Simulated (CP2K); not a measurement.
Consider nitrosoethylene at its PBE geometry (Å).

```xyz
7

C    -0.8689    0.0727   -0.2792
C     0.1732   -0.4712    0.3666
N     1.5295    0.0060    0.1916
O     1.6263    1.2008   -0.0868
H    -0.7201    0.9604   -0.8953
H    -1.8628   -0.3697   -0.2329
H     0.1227   -1.3991    0.9360
```

Method: CP2K XAS_TDP, all-electron GAPW, PBEh(45%), aug-cc-pVDZ, TDA, GW2X-corrected core level, no relativity.

Where do the C K-edge lines lie, and how strong are they?

Leading lines: C1 286.05 eV and C2 286.87 eV. The leading line of an atom is its first one with 35 % of the strongest within 2.5 eV of its lowest line over the strength cut. Core ionisation energies at this level: C1 293.24 and C2 293.35 eV.

The first six lines of each atom with a strength over 0.0015:

| atom | energy (eV) | states | strength, one atom | above the computed threshold |
| --- | --- | --- | --- | --- |
| C1 (bonded to C and 2 H) | 286.05 | 1 | 0.0487 |  |
|  | 290.49 | 1 | 0.0074 |  |
|  | 291.04 | 1 | 0.0099 |  |
|  | 291.66 | 1 | 0.0151 |  |
|  | 292.42 | 1 | 0.0050 |  |
|  | 292.68 | 1 | 0.0062 |  |
| C2 (bonded to C, N and H) | 286.87 | 1 | 0.0213 |  |
|  | 289.02 | 1 | 0.0345 |  |
|  | 291.17 | 1 | 0.0159 |  |
|  | 292.13 | 1 | 0.0032 |  |
|  | 292.73 | 1 | 0.0023 |  |
|  | 292.86 | 1 | 0.0043 |  |

Lines are vertical, at one geometry, with no vibrational structure. GW2X ionisation energies and lines can be off by 1 to 2 eV either way, and a good line position may hide errors that cancel. These values hold no scalar relativity, about 0.1 eV for C 1s. Rydberg lines, and the discretised continuum above threshold, depend on the basis and the box.

[Banner, clock and machine lines of the logs are left out without a mark of their own.]

[Logs are printed without paths, hosts, clocks, repeated set-up lines and the standing remarks that a program may print on its own settings, such as how far it seeks lower states.]

[Hosts, paths, dates, database ids (printed as entryN), source tags and the programs' standing remarks are cut or masked in the printed files.]
